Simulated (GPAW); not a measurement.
Consider TiNi (P-1).

```xyz
4
Lattice="2.7999 0.0000 0.0000 -0.0013 4.1711 0.0000 -0.4519 -0.0091 4.6491" Properties=species:S:1:pos:R:3 pbc="T T T"
Ni   -0.0221    1.0389    0.8278
Ni    2.3688    3.1231    3.8213
Ti    1.4496    3.1238    1.3404
Ti    0.8971    1.0382    3.3086
```

Absorber: atom 1, with 6 Ti at 2.52 to 2.60 Å, 1 Ti at 2.65 Å, 2 Ni at 2.66 to 2.67 Å, 2 Ni at 2.80 Å and 1 Ti at 3.11 Å (distorted cuboctahedral, site symmetry 1). Method: GPAW, LDA, excited-electron core hole (neutral cell), 16-atom cell with 6.3 Å between holes, 3×3×3 k points, dipole transitions, Gaussian full width 1.44 eV up to 4 eV, rising linearly to 3.5 eV at 25 eV.

What does the Ni K edge look like?

Main maxima up to 30 eV above the zero (height): 0.9 eV (0.70), 5.0 eV (0.70), 10.2 eV (1.34), 13.0 eV (1.36) and 17.5 eV (1.36). A K edge sees empty p states, which here mix into the lowest empty bands, so that weight starts at the zero. The total-energy difference is 8312.05 eV. The tabulated edge of the element is 8333 eV. The functional leaves an error in such absolute values: in the free atom LDA prices this hole 17.6 eV below PBE (computed apart), and PBE is itself good to a few eV.

The Ni K spectrum (energy from the lowest empty level; intensity scaled to a mean of 1 over the first 20 eV; polarised curves are means over the symmetry-equivalent atoms):

```
E (eV)  isotropic  ε ∥ x  ε ∥ y  ε ∥ z
  -2.0       0.00   0.00   0.00   0.00
  -1.0       0.05   0.06   0.05   0.04
   0.0       0.43   0.48   0.45   0.35
   1.0       0.70   0.68   0.79   0.61
   2.0       0.51   0.57   0.50   0.45
   3.0       0.41   0.38   0.45   0.40
   4.0       0.57   0.48   0.64   0.59
   5.0       0.70   0.75   0.70   0.66
   6.0       0.61   0.65   0.53   0.66
   7.0       0.59   0.57   0.53   0.66
   8.0       0.88   0.87   0.76   1.00
   9.0       1.17   1.24   1.02   1.25
  10.0       1.34   1.49   1.22   1.32
  11.0       1.30   1.56   1.09   1.25
  12.0       1.32   1.57   1.15   1.24
  13.0       1.36   1.57   1.23   1.27
  14.0       1.30   1.42   1.22   1.27
  15.0       1.22   1.20   1.29   1.17
  16.0       1.26   1.11   1.51   1.17
  17.0       1.35   1.06   1.69   1.29
  18.0       1.34   1.07   1.62   1.33
  19.0       1.24   1.13   1.38   1.20
  20.0       1.07   1.08   1.10   1.03
  21.0       0.95   0.96   0.89   0.99
  22.0       0.89   0.85   0.80   1.02
  23.0       0.87   0.82   0.79   0.99
  24.0       0.85   0.84   0.79   0.91
  25.0       0.82   0.86   0.77   0.83
  26.0       0.79   0.85   0.73   0.80
  27.0       0.78   0.85   0.70   0.80
  28.0       0.81   0.85   0.73   0.84
  29.0       0.84   0.84   0.80   0.87
  30.0       0.86   0.84   0.85   0.88
  31.0       0.87   0.86   0.86   0.88
  32.0       0.88   0.90   0.85   0.89
```

The hole lies in one spin channel, while the script sums the empty states of both and takes the lower zero; where the two channels are split, this blurs and shifts the curve. Quadrupole 1s→3d transitions, which feed the pre-edge, are not in the dipole spectrum. The starting moments shrank to 0.00 μB or less, so this is hardly a magnetic state. The holes are only 6.3 Å apart, so the shape is probably not converged with cell size; no larger cell was run here. The mesh is coarse (0.38 Å⁻¹ between points), so small maxima may be mesh ripples. The structure is a computed Materials Project entry and may be a hypothetical form.

[Banner, clock and machine lines of the logs are left out without a mark of their own.]

[Logs are printed without paths, hosts, clocks, repeated set-up lines and the standing remarks that a program may print on its own settings, such as how far it seeks lower states.]

[Hosts, paths, dates, database ids (printed as entryN), source tags and the programs' standing remarks are cut or masked in the printed files.]

[Lists of maxima count a maximum above −3 eV only where it reaches 4 % of the highest in the window and stands out from its surroundings by 2 % of it (1.5 % where it reaches 55 %); shoulders and weaker maxima are passed over, and of the rest the first, up to two pre-edge ones and the few strongest are named.]
